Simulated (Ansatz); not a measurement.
**TaN (Fm-3m): zone-centre modes under pressure**

Aim: how do the optical modes of TaN (Fm-3m) move with volume?

Method: DFT LDA, scalar-relativistic, plane waves, PAW; PAW set soft_1, in Ansatz 0.2.0.

## (1) The starting structure

The structure is cubic, space group Fm-3m (No. 225). The conventional cell has a = 4.358 Å, b = 4.358 Å, c = 4.358 Å, α = 90.00°, β = 90.00°, γ = 90.00°. N has 6 Ta at 2.18 Å nearest. Nearest to Ta lie 6 N at 2.18 Å. Farther neighbours and most contacts between anions are not listed.

## (2) Relaxation

Harmonic phonons are second derivatives at a point where the forces vanish, and they are wanted at zero stress, so atoms and cell are relaxed first.

The input, input.yaml:

```yaml
crystal:
  lattice:
    - [0.0, 2.179, 2.179]
    - [2.179, 0.0, 2.179]
    - [2.179, 2.179, 0.0]
  atoms:
    - { symbol: "N", position: [0.0, 0.0, 0.0] }
    - { symbol: Ta, position: [0.5, 0.5, 0.5] }
kpoints:
  mp_grid: { grid: [16, 16, 16] }
hamiltonian:
  xc: lda
  pseudopotentials: { kind: paw, azcp: { folder: soft_1 }, xc_functional: pbe }
scf:
  occupations: { method: gaussian, width: 0.1 }
output:
  forces: true
  stress: true
  eigenvalues: true
  write_density: true
  write_potential: true
  elf: true
  volumetric_format: npy
relax:
  adjacent_minimum: "off"
  f_tol: 0.005
  max_steps: 80
  cell: { stress_tol: 0.05 }
```

Launch:

```sh
ansatz run input.yaml --threads 4 --pin off --max-ram 10240MiB --backend cpu --events-out ev --progress --plain --runs-dir out
```

Numbers of over 12 decimals in the logs are rounded to 6 here.

What it wrote:

```text
Engine: ansatz 0.2.0, x86_64-unknown-linux-gnu
Pseudopotentials: kind: paw
Pseudopotential: N, paw, valence charge 5, recommended cutoff 420 eV (normal), soft_1/N.paw.azcp
Pseudopotential: Ta, paw, valence charge 13, recommended cutoff 420 eV (normal), soft_1/Ta.paw.azcp
Functional definition: SPW92
  exchange = slater_x
  correlation = pw_c
Crystal: 2 atoms, lattice volume = 20.692 Å³
Basis set: ecut = 420 eV, 411 PW (Γ)
Bands: 13, of which v1, the nominal top of the filled ones, is band 9 counted from 1 (8 counted from 0)
Symmetry: 48 space group operations
Space group: Fm-3m (ITA 225), of the structure as read, at distance tolerance 2.7e-5 Å
k-points: 145 of 4096
Non-local potential: N, projectors of the file, l = 0: 2, l = 1: 2, l = 2: 1
Non-local potential: Ta, projectors of the file, l = 0: 3, l = 1: 2, l = 2: 2, l = 3: 1
PAW form: soft (Blöchl's): semilocal exchange-correlation on the pseudo side does not see the compensation charge
PAW frozen core: N, regenerated for the run's functional, and the local potential with it (the file was generated under x = pbe(κ = 0.804, μ = 0.219515), c = pbe(β = 0.066725))
PAW frozen core: Ta, regenerated for the run's functional, and the local potential with it (the file was generated under x = pbe(κ = 0.804, μ = 0.219515), c = pbe(β = 0.066725))
PAW one-centre angular grid: N, 110 points (default); XC on 64 Gauss nodes
PAW one-centre angular grid: Ta, 590 points (default); XC on 64 Gauss nodes
Initial density: superposition of atomic densities (chi_scale 0.1, normalization cell, long waves kept (reshape's long-wave potential 0.00 eV rms))
Initial wavefunctions: pseudopotential atomic-orbital guess
Functional: x = slater, c = lda
SCF iter   1: F=—  HF=-10059.589000 eV  |F-HF|=—  |Δ(HF+E_count)|=         —  Δρ=5.04e-2  dr2=5.40e-1  ethr=3.10e-3  ⟨swp⟩=5.1  Hψ=19754  notcnv=0
automatic band count: the SCF goes on with 17 bands, as 13 were too few: the levels above may hold too much charge
preconditioner: auto → none  [metal: Δε(μ)=0.017 eV  Ē_g=16.107 eV  σ=0.100 eV  W_gap=0.10  n_scr=8 (ndim 8)  ℏωp=25.8 eV  f_vac=0.000  D(μ)=1.01/eV (n_scr^D=14)  sad-step TF]
SCF iter   2: F=—  HF=-10059.542095 eV  |F-HF|=—  |Δ(HF+E_count)|=   4.69e-2  Δρ=3.55e-2  dr2=3.00e-1  ethr=3.00e-3  ⟨swp⟩=1.0  Hψ=3625  notcnv=0  defer=3
SCF iter   3: F=—  HF=-10059.468941 eV  |F-HF|=—  |Δ(HF+E_count)|=   7.32e-2  Δρ=2.88e-3  dr2=4.11e-4  ethr=1.67e-3  ⟨swp⟩=2.4  Hψ=3319  notcnv=0  defer=27
SCF iter   4: F=—  HF=-10059.469091 eV  |F-HF|=—  |Δ(HF+E_count)|=   1.50e-4  Δρ=6.18e-4  dr2=9.98e-5  ethr=2.28e-6  ⟨swp⟩=2.7  Hψ=4614  notcnv=0  defer=273
SCF iter   5: F=—  HF=-10059.469066 eV  |F-HF|=—  |Δ(HF+E_count)|=   2.50e-5  Δρ=6.06e-5  dr2=6.52e-7  ethr=5.54e-7  ⟨swp⟩=2.4  Hψ=2974  notcnv=0  defer=287
SCF iter   6: F=-10059.469066 eV  HF=-10059.469066 eV  |F-HF|=3.24e-9  |Δ(HF+E_count)|=   1.26e-7  Δρ=6.29e-6  dr2=5.11e-9  ethr=5.56e-10  ⟨swp⟩=12.0  Hψ=15464  notcnv=0
SCF 1 converged in 6 iterations: F = -10059.469066 eV  dr2 = 5.11e-9
  greatest PAW one-centre occupation: 0.999 electrons in one spin orbital (limit 2), on the Ta atom at site 1 (counted from 0), in its partial waves of l = 0
relax step   1: F+E_penalty+E_count = -10059.46906566 eV  Δ(F+E_penalty+E_count) = +0.000e0 eV  max|allowed force component| = 1.364e-29 eV/Å  Δτ_max = 0.0000 Å  P = -2.641 GPa  Ω = 20.692 Å³  (6 SCF iters, dr2 threshold 1.00e-7 eV, accepted)
Crystal: 2 atoms, lattice volume = 20.489 Å³
Bands: 17, of which v1, the nominal top of the filled ones, is band 9 counted from 1 (8 counted from 0)
Initial density: handed on by an earlier stage of this run
Initial wavefunctions: those handed on with the density
iter 1 solved again at ethr=3.88e-6 eV; its pass at ethr=3.10e-3 eV (dr2=6.98e-4 eV) is discarded
SCF iter   1: F=—  HF=-10059.470752 eV  |F-HF|=—  |Δ(HF+E_count)|=         —  Δρ=1.82e-3  dr2=6.74e-4  ethr=3.88e-6  ⟨swp⟩=1.6  Hψ=12093  notcnv=0
preconditioner: auto → none  [metal: Δε(μ)=0.021 eV  Ē_g=15.966 eV  σ=0.100 eV  W_gap=0.12  n_scr=8 (ndim 8)  ℏωp=25.9 eV  f_vac=0.000  D(μ)=1.10/eV (n_scr^D=14)]
SCF iter   2: F=—  HF=-10059.470601 eV  |F-HF|=—  |Δ(HF+E_count)|=   1.50e-4  Δρ=6.91e-4  dr2=1.13e-4  ethr=3.74e-6  ⟨swp⟩=1.0  Hψ=2465  notcnv=0
SCF iter   3: F=—  HF=-10059.470572 eV  |F-HF|=—  |Δ(HF+E_count)|=   2.98e-5  Δρ=8.41e-5  dr2=1.21e-6  ethr=6.28e-7  ⟨swp⟩=1.1  Hψ=2523  notcnv=0
iter 4 did not close the SCF: its close was put off for the readings that it lacked (scf_convergence_deferred on its scf_iter line)
SCF iter   4: F=-10059.470571 eV  HF=-10059.470571 eV  |F-HF|=1.06e-8  |Δ(HF+E_count)|=   3.52e-7  Δρ=1.02e-5  dr2=1.70e-8  ethr=6.74e-9  ⟨swp⟩=1.1  Hψ=2494  notcnv=0
iter 5 did not close the SCF: its close was put off for the readings that it lacked (scf_convergence_deferred on its scf_iter line)
SCF iter   5: F=-10059.470571 eV  HF=-10059.470571 eV  |F-HF|=1.15e-10  |Δ(HF+E_count)|=   1.35e-9  Δρ=1.27e-6  dr2=2.13e-10  ethr=9.47e-11  ⟨swp⟩=2.3  Hψ=3108  notcnv=0
SCF iter   6: F=-10059.470571 eV  HF=-10059.470571 eV  |F-HF|=5.46e-12  |Δ(HF+E_count)|=  9.09e-12  Δρ=1.57e-7  dr2=3.66e-12  ethr=1.18e-12  ⟨swp⟩=4.0  Hψ=9760  notcnv=0
SCF 2 converged in 6 iterations: F = -10059.470571 eV  dr2 = 3.66e-12
relax step   2: F+E_penalty+E_count = -10059.47057124 eV  Δ(F+E_penalty+E_count) = -1.506e-3 eV  max|allowed force component| = 8.908e-30 eV/Å  Δτ_max = 0.0000 Å  P = +1.075 GPa  Ω = 20.489 Å³  energy of the carried Pulay correction = +4.916e-4 eV  (6 SCF iters, dr2 threshold 2.00e-7 eV, accepted)
Crystal: 2 atoms, lattice volume = 20.547 Å³
iter 1 solved again at ethr=3.33e-7 eV; its pass at ethr=3.10e-3 eV (dr2=5.99e-5 eV) is discarded
SCF iter   1: F=—  HF=-10059.470638 eV  |F-HF|=—  |Δ(HF+E_count)|=         —  Δρ=5.31e-4  dr2=5.76e-5  ethr=3.33e-7  ⟨swp⟩=1.0  Hψ=11389  notcnv=0
preconditioner: auto → none  [metal: Δε(μ)=0.020 eV  Ē_g=15.919 eV  σ=0.100 eV  W_gap=0.11  n_scr=8 (ndim 8)  ℏωp=25.9 eV  f_vac=0.000  D(μ)=1.10/eV (n_scr^D=14)]
SCF iter   2: F=—  HF=-10059.470625 eV  |F-HF|=—  |Δ(HF+E_count)|=   1.29e-5  Δρ=2.02e-4  dr2=9.70e-6  ethr=3.20e-7  ⟨swp⟩=1.0  Hψ=2465  notcnv=0
iter 3 did not close the SCF: its close was put off for the readings that it lacked (scf_convergence_deferred on its scf_iter line)
SCF iter   3: F=-10059.470623 eV  HF=-10059.470623 eV  |F-HF|=6.98e-8  |Δ(HF+E_count)|=   2.53e-6  Δρ=2.45e-5  dr2=1.04e-7  ethr=5.39e-8  ⟨swp⟩=1.1  Hψ=2523  notcnv=0
iter 4 did not close the SCF: its close was put off for the readings that it lacked (scf_convergence_deferred on its scf_iter line)
SCF iter   4: F=-10059.470623 eV  HF=-10059.470623 eV  |F-HF|=8.93e-10  |Δ(HF+E_count)|=   3.01e-8  Δρ=2.98e-6  dr2=1.45e-9  ethr=5.78e-10  ⟨swp⟩=1.1  Hψ=2496  notcnv=0
iter 5 did not close the SCF: its close was put off for the readings that it lacked (scf_convergence_deferred on its scf_iter line)
SCF iter   5: F=-10059.470623 eV  HF=-10059.470623 eV  |F-HF|=9.09e-12  |Δ(HF+E_count)|=  1.73e-10  Δρ=3.63e-7  dr2=1.73e-11  ethr=8.07e-12  ⟨swp⟩=2.3  Hψ=3102  notcnv=0
SCF iter   6: F=-10059.470623 eV  HF=-10059.470623 eV  |F-HF|=1.82e-12  |Δ(HF+E_count)|=  3.64e-12  Δρ=4.56e-8  dr2=3.08e-13  ethr=1.00e-12  ⟨swp⟩=4.0  Hψ=8735  notcnv=0
SCF 3 converged in 6 iterations: F = -10059.470623 eV  dr2 = 3.08e-13
relax step   3: F+E_penalty+E_count = -10059.47062265 eV  Δ(F+E_penalty+E_count) = -5.141e-5 eV  max|allowed force component| = 6.245e-30 eV/Å  Δτ_max = 0.0000 Å  P = -0.013 GPa  Ω = 20.547 Å³  energy of the carried Pulay correction = +3.498e-4 eV  (6 SCF iters, dr2 threshold 2.00e-7 eV, accepted)
Initial wavefunctions: pseudopotential atomic-orbital guess (no wavefunctions were taken with the density)
iter 1 solved again at ethr=1.59e-8 eV; its pass at ethr=3.10e-3 eV (dr2=2.87e-6 eV) is discarded
SCF iter   1: F=—  HF=-10059.470284 eV  |F-HF|=—  |Δ(HF+E_count)|=         —  Δρ=3.76e-5  dr2=4.44e-8  ethr=1.59e-8  ⟨swp⟩=3.0  Hψ=17456  notcnv=0
preconditioner: auto → none  [metal: Δε(μ)=0.021 eV  Ē_g=15.921 eV  σ=0.100 eV  W_gap=0.11  n_scr=8 (ndim 8)  ℏωp=25.9 eV  f_vac=0.000  D(μ)=1.10/eV (n_scr^D=14)]
SCF iter   2: F=—  HF=-10059.470284 eV  |F-HF|=—  |Δ(HF+E_count)|=   1.63e-7  Δρ=1.77e-5  dr2=7.56e-9  ethr=2.46e-10  ⟨swp⟩=2.1  Hψ=3221  notcnv=0
SCF iter   3: F=—  HF=-10059.470284 eV  |F-HF|=—  |Δ(HF+E_count)|=   3.40e-9  Δρ=1.72e-6  dr2=1.02e-10  ethr=4.20e-11  ⟨swp⟩=2.5  Hψ=3116  notcnv=0
iter 4 did not close the SCF: its close was put off for the readings that it lacked (scf_convergence_deferred on its scf_iter line)
SCF iter   4: F=-10059.470284 eV  HF=-10059.470284 eV  |F-HF|=3.64e-12  |Δ(HF+E_count)|=  5.28e-11  Δρ=8.68e-8  dr2=7.07e-13  ethr=1.00e-12  ⟨swp⟩=1.1  Hψ=2563  notcnv=0
iter 5 did not close the SCF: its close was put off for the readings that it lacked (scf_convergence_deferred on its scf_iter line)
SCF iter   5: F=-10059.470284 eV  HF=-10059.470284 eV  |F-HF|=1.82e-12  |Δ(HF+E_count)|=  3.64e-12  Δρ=1.68e-8  dr2=1.28e-14  ethr=1.00e-12  ⟨swp⟩=1.0  Hψ=2465  notcnv=0
iter 6 did not close the SCF: its close was put off for the readings that it lacked (scf_convergence_deferred on its scf_iter line)
SCF iter   6: F=-10059.470284 eV  HF=-10059.470284 eV  |F-HF|=5.46e-12  |Δ(HF+E_count)|=  3.64e-12  Δρ=1.97e-9  dr2=7.07e-16  ethr=1.00e-12  ⟨swp⟩=1.0  Hψ=2465  notcnv=0
iter 7 did not close the SCF: its close was put off for the readings that it lacked (scf_convergence_deferred on its scf_iter line)
SCF iter   7: F=-10059.470284 eV  HF=-10059.470284 eV  |F-HF|=0.00e0  |Δ(HF+E_count)|=  1.82e-12  Δρ=2.34e-10  dr2=6.54e-18  ethr=1.00e-12  ⟨swp⟩=1.0  Hψ=2465  notcnv=0
SCF iter   8: F=-10059.470284 eV  HF=-10059.470284 eV  |F-HF|=5.46e-12  |Δ(HF+E_count)|=  3.64e-12  Δρ=4.76e-11  dr2=3.80e-19  ethr=1.00e-12  ⟨swp⟩=1.2  Hψ=5600  notcnv=0
SCF 4 converged in 8 iterations: F = -10059.470284 eV  dr2 = 3.80e-19
relax step   4: F+E_penalty+E_count = -10059.47028415 eV  Δ(F+E_penalty+E_count) = +3.385e-4 eV  max|allowed force component| = 1.196e-29 eV/Å  Δτ_max = 0.0000 Å  P = -0.039 GPa  Ω = 20.547 Å³  stress off target by 3.86e-2 GPa  SCF on the basis re-selected at this cell (its energy is not comparable with the rows above)  (8 SCF iters)
basis re-selected at this cell: Δ(F+E_penalty+E_count) = +3.385e-4 eV, ΔP = -0.026 GPa vs the last step (what re-selecting the basis moved, of the pressure what is left beyond the Pulay correction that the steps carried, after the strain that the cell walked since its last selection, with what the two solves' SCF thresholds leave and, on support functions, any second-order correction that the steps lacked; it is no m [...]
SCF converged after 8 iterations
Free energy (F): -10059.470284 eV
Harris-Foulkes:  -10059.470284 eV  (|F-HF|=5.46e-12)
Internal energy: -10059.464776 eV  (E = F + TS)
E sigma→0 (E₀):  -10059.467530 eV
Entropy (-TS):   -0.005508 eV (-2.754 meV/atom)
Fermi energy:    21.998710 eV
--- Per-component energies (eV) ---
  E_band       = -38.710180
  E_kinetic    = 527.547031
  E_local      = -551.894184  (includes V_loc(G=0)·N_el)
  E_nonlocal   = 30.479611
  E_hartree    = 197.967071
  E_xc         = -379.506949
  E_vxc        = -311.814510  (∫ρ·V_xc dr)
  E_paw        = -8176.883104  (= ΣΔE_a)
  E_vpaw       = -128.963125  (= ΣTr[D̂ρ^β])
  E_aug_tail   = 0.000854  (compensation charges beyond the density's cutoff)
  E_ewald      = -1707.514147
  E_core_change = 0.339041  (= ΣΔE_core)
  E_smearing   = -0.005508  (= −TS)
  E_closure    = 0.000000  (closes the sum)
  Σ components = -10059.470284   (vs F -10059.470284, Δ=0.00e0)
--- Forces (eV/Å), atoms counted from 1 ---
  atom   1  N     -0.00000000     0.00000000     0.00000000
  atom   2  Ta     0.00000000    -0.00000000    -0.00000000
  max |Σ_I F_I| component: 2.02e-29 eV/Å
--- Stress (GPa, compression-positive) ---
       -0.038565      -0.000000      -0.000000
        0.000000      -0.038565       0.000000
       -0.000000       0.000000      -0.038565
  P = ⅓ Tr σ = -0.0386 GPa (-0.386 kbar)
--- Band table (eV; the first three rows and the last of 145) ---
  k-point 0: bands = [... 5 lower, 18.1196, 18.1196, 18.1196, 19.7958, 19.7958, 19.7958, 22.0374, 22.0374, ... 4 higher]
  k-point 1: bands = [... 5 lower, 17.6002, 17.7577, 17.7577, 19.9613, 19.9613, 20.0411, 22.4522, 22.4522, ... 4 higher]
  k-point 2: bands = [... 5 lower, 16.5514, 17.0166, 17.0166, 20.3438, 20.3438, 20.4068, 23.4542, 23.4542, ... 4 higher]
  k-point 144: bands = [... 5 lower, 14.3553, 15.1562, 15.1562, 21.8119, 21.8119, 25.7725, 26.4135, 26.7438, ... 4 higher]
--- Relaxed structure (3 steps of the walk, 3 accepted, 1 SCFs on fresh bases) ---
  F+E_penalty+E_count = -10059.47028415 eV   max|allowed force component| = 1.196e-29 eV/Å   (the final SCF, on the basis selected at the relaxed cell)
  cell:  # Å, volume = 20.5471 Å³
    - [0, 2.173904, 2.173904]
    - [2.173904, 0, 2.173904]
    - [2.173904, 2.173904, 0]
  atoms:
    - { symbol: N, position: [0, 0, 0] }
    - { symbol: Ta, position: [0.5, 0.5, 0.5] }
```

The job ended after 3.2 s (4 threads of AMD EPYC 7B13 (Zen 3), shared host; peak memory 0.42 GiB).

The steps of the relaxation:

```csv
step,energy less that of the first step (eV),largest force component (eV/Å),pressure (GPa),volume (Å³)
1,0.0000,0.0000,-2.64,20.69
2,-0.0015,0.0000,1.08,20.49
3,-0.0016,0.0000,-0.01,20.55
4*,-0.0012,0.0000,-0.04,20.55
```

Relaxation steps marked * repeat the geometry before them on a plane-wave basis chosen anew for their cell, so energy and pressure can jump there.

Forces are held to the 48 operations that the run works with; a distortion that breaks them can't arise in this run.

```csv
"conventional cell, symmetrised",before,after,change
a (Å),4.358,4.348,-0.2 %
b (Å),4.358,4.348,-0.2 %
c (Å),4.358,4.348,-0.2 %
volume (Å³/atom),10.35,10.27,-0.7 %
```

The relaxed structure:

```
N Ta
1.0
     0.00000    2.17390    2.17390
     2.17390    0.00000    2.17390
     2.17390    2.17390    0.00000
N Ta
1 1
Direct
  0.00000 0.00000 0.00000
  0.50000 0.50000 0.50000
```

This step gave:

```yaml
pressure: -0.03857 GPa
volume_per_atom: 10.27 Å³
gap_on_the_k_mesh: 0 eV
```

ELF in the ac plane of the conventional cell at fractional y = 0.000, with atoms of N and Ta within 0.2 Å of it. It is the smooth field of the valence electrons, not physical close to the nuclei.

Values, 14 rows by 14 columns, each cell a mean:
```
0.38 0.68 0.70 0.33 0.36 0.68 0.50 0.38 0.67 0.57 0.25 0.51 0.75 0.50
0.74 0.76 0.61 0.29 0.27 0.57 0.68 0.67 0.67 0.42 0.21 0.44 0.70 0.75
0.53 0.48 0.37 0.24 0.19 0.27 0.36 0.37 0.31 0.21 0.20 0.31 0.44 0.51
0.27 0.24 0.20 0.20 0.24 0.29 0.33 0.34 0.32 0.27 0.23 0.20 0.21 0.25
0.58 0.52 0.32 0.20 0.37 0.61 0.70 0.71 0.67 0.52 0.27 0.21 0.42 0.57
0.57 0.70 0.52 0.24 0.48 0.76 0.68 0.58 0.72 0.67 0.32 0.31 0.67 0.67
0.17 0.57 0.58 0.27 0.53 0.74 0.38 0.17 0.58 0.71 0.34 0.37 0.67 0.38
0.38 0.67 0.57 0.25 0.51 0.75 0.50 0.38 0.68 0.70 0.33 0.36 0.68 0.50
0.67 0.67 0.42 0.21 0.44 0.70 0.75 0.74 0.76 0.61 0.29 0.27 0.57 0.68
0.37 0.31 0.21 0.20 0.31 0.44 0.51 0.53 0.48 0.37 0.24 0.19 0.27 0.36
0.34 0.32 0.27 0.23 0.20 0.21 0.25 0.27 0.24 0.20 0.20 0.24 0.29 0.33
0.71 0.67 0.52 0.27 0.21 0.42 0.57 0.58 0.52 0.32 0.20 0.37 0.61 0.70
0.58 0.72 0.67 0.32 0.31 0.67 0.67 0.57 0.70 0.52 0.24 0.48 0.76 0.68
0.17 0.58 0.71 0.34 0.37 0.67 0.38 0.17 0.57 0.58 0.27 0.53 0.74 0.38
```
Columns run along a (4.3 Å), rows up along c (4.3 Å), edges of the conventional cell, whose origin can differ from the input's. Atoms in or near the plane, at fractional coordinates: N at (0.00, 0.00), N at (0.50, 0.50), Ta at (0.50, 0.00), Ta at (0.00, 0.50).

Electrostatic potential energy in the ac plane of the conventional cell at fractional y = 0.000, with atoms of N and Ta within 0.2 Å of it. With pseudopotentials it is smooth inside the atoms' cores, unlike the true potential.

Ten even steps from '0' (-44 eV) to '9' (19 eV), each cell a mean:
```
14896200148962
57998522368986
99999866789999
78999998999988
45799987899864
02589743589731
00479510378620
01489621489620
23689865799852
67899999999986
89999887899999
78998644579998
35897310258974
03786200047951
```
Columns run along a (4.3 Å; values clipped at the 3rd and 97th percentile), rows up along c (4.3 Å), edges of the conventional cell, whose origin can differ from the input's. Atoms in or near the plane, at fractional coordinates: N at (0.00, 0.00), N at (0.50, 0.50), Ta at (0.50, 0.00), Ta at (0.00, 0.50).

Valence density in the ac plane of the conventional cell at fractional y = 0.000, with atoms of N and Ta within 0.2 Å of it. It is the smooth field of the valence electrons, not physical close to the nuclei.

Values in e/Å³, 14 rows by 14 columns, each cell a mean:
```
3.4 2.5 1.1 0.6 1.1 3.3 4.6 4.3 4.3 2.1 0.7 0.7 1.7 3.1
1.9 1.3 0.7 0.4 0.6 1.8 3.3 3.6 2.7 1.1 0.5 0.5 0.9 1.7
0.8 0.6 0.4 0.3 0.3 0.6 1.1 1.3 0.9 0.5 0.3 0.3 0.5 0.7
0.8 0.6 0.4 0.3 0.3 0.4 0.6 0.6 0.5 0.3 0.3 0.3 0.5 0.7
2.4 1.7 0.7 0.4 0.4 0.7 1.1 1.3 0.9 0.5 0.3 0.5 1.1 2.1
4.5 3.8 1.7 0.6 0.6 1.3 2.5 2.9 2.0 0.9 0.5 0.9 2.7 4.3
3.7 4.5 2.4 0.8 0.8 1.9 3.4 3.4 2.9 1.3 0.6 1.3 3.6 4.3
4.3 4.3 2.1 0.7 0.7 1.7 3.1 3.4 2.5 1.1 0.6 1.1 3.3 4.6
3.6 2.7 1.1 0.5 0.5 0.9 1.7 1.9 1.3 0.7 0.4 0.6 1.8 3.3
1.3 0.9 0.5 0.3 0.3 0.5 0.7 0.8 0.6 0.4 0.3 0.3 0.6 1.1
0.6 0.5 0.3 0.3 0.3 0.5 0.7 0.8 0.6 0.4 0.3 0.3 0.4 0.6
1.3 0.9 0.5 0.3 0.5 1.1 2.1 2.4 1.7 0.7 0.4 0.4 0.7 1.1
2.9 2.0 0.9 0.5 0.9 2.7 4.3 4.5 3.8 1.7 0.6 0.6 1.3 2.5
3.4 2.9 1.3 0.6 1.3 3.6 4.3 3.7 4.5 2.4 0.8 0.8 1.9 3.4
```
Columns run along a (4.3 Å), rows up along c (4.3 Å), edges of the conventional cell, whose origin can differ from the input's. Atoms in or near the plane, at fractional coordinates: N at (0.00, 0.00), N at (0.50, 0.50), Ta at (0.50, 0.00), Ta at (0.00, 0.50).

In this step the volume went from 10.35 to 10.27 Å³/atom.

## (3) Tight relaxation

Phonons need small forces and stress, so the relaxation is finished with tight tolerances on 16×16×16 k points.

input.yaml, the sections that differ from step 2:

```yaml
crystal:
  lattice:
    - [0.0, 2.1739036721, 2.1739036721]
    - [2.1739036721, 0.0, 2.1739036721]
    - [2.1739036721, 2.1739036721, 0.0]
  atoms:
    - { symbol: "N", position: [0.0, 0.0, 0.0] }
    - { symbol: Ta, position: [0.5, 0.5, 0.5] }
scf:
  occupations: { method: methfessel_paxton, width: 0.2 }
output:
  forces: true
  stress: true
  eigenvalues: true
relax:
  adjacent_minimum: "off"
  f_tol: 0.001
  max_steps: 60
  cell: { stress_tol: 0.01 }
# kpoints, hamiltonian: as in step 2
```

What it wrote:

```text
[...]
Crystal: 2 atoms, lattice volume = 20.547 Å³
Basis set: ecut = 420 eV, 411 PW (Γ)
Bands: 13, of which v1, the nominal top of the filled ones, is band 9 counted from 1 (8 counted from 0)
Symmetry: 48 space group operations
[...]
k-points: 145 of 4096
[...]
k-point 144: bands = [... 5 lower, 14.3578, 15.1589, 15.1589, 21.8150, 21.8150, 25.7762, 26.4177, 26.7478, ... 4 higher]
--- Relaxed structure (3 steps of the walk, 3 accepted, 1 SCFs on fresh bases) ---
[...]
cell:  # Å, volume = 20.5444 Å³
    - [0, 2.173808, 2.173808]
    - [2.173808, 0, 2.173808]
    - [2.173808, 2.173808, 0]
  atoms:
    - { symbol: N, position: [0, 0, 0] }
    - { symbol: Ta, position: [0.5, 0.5, 0.5] }
[key lines of the parts left out:]
SCF converged after 3 iterations
Free energy (F): -10059.468552 eV
Fermi energy:    22.001754 eV
P = ⅓ Tr σ = -0.0005 GPa (-0.005 kbar)
```

The job ended after 2.7 s (4 threads; peak memory 0.42 GiB; 9 s of CPU time).

Little changed from the start: no atom moved by 0.005 Å and no cell edge by 0.1 %.

This step gave:

| Property | Result |
| --- | --- |
| pressure | -4.76e-4 GPa |

The forces vanish by symmetry and the pressure is 0.000 GPa, within the tolerances set. The cell now holds 10.27 Å³/atom.

(Part 1 of 2 ends here.)

[Logs are printed without paths, hosts, clocks, repeated set-up lines and the standing remarks that a program may print on its own settings, such as how far it seeks lower states.]

[Hosts, paths, dates, database ids (printed as entryN), source tags and the programs' standing remarks are cut or masked in the printed files.]
